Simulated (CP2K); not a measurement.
The C K edge of 2-fluorocarbonylpyrimidine was computed by TDDFT (CP2K XAS_TDP, aug-cc-pVDZ, TDA) at these levels: PBE0, PBEh(45%) and PBEh(45%) + GW2X. The first three lines of C2 (bonded to C, F and O) with a strength over 0.0015, energy in eV and strength:

```csv
run,first,second,third
1,290.24 (0.062),294.89 (0.018),295.54 (0.035)
2,283.43 (0.064),288.08 (0.018),288.73 (0.036)
3,278.06 (0.040),281.33 (0.028),282.26 (0.003)
```

Question: Which run is which?

Run 1: PBEh(45%) + GW2X (45 % exact exchange). Run 2: PBEh(45%) (45 % exact exchange). Run 3: PBE0 (25 % exact exchange). Self-interaction lifts the core level, so the uncorrected lines rise with the share of exact exchange. The GW2X run keeps the spacings of its parent: 4.65 eV between the first two lines in run 1, 4.65 eV in run 2. Its shift is +6.81 eV, since the Kohn–Sham level at this share of exchange lies that far above the quasiparticle level.

[Banner, clock and machine lines of the logs are left out without a mark of their own.]

[Logs are printed without paths, hosts, clocks, repeated set-up lines and the standing remarks that a program may print on its own settings, such as how far it seeks lower states.]

[Hosts, paths, dates, database ids (printed as entryN), source tags and the programs' standing remarks are cut or masked in the printed files.]
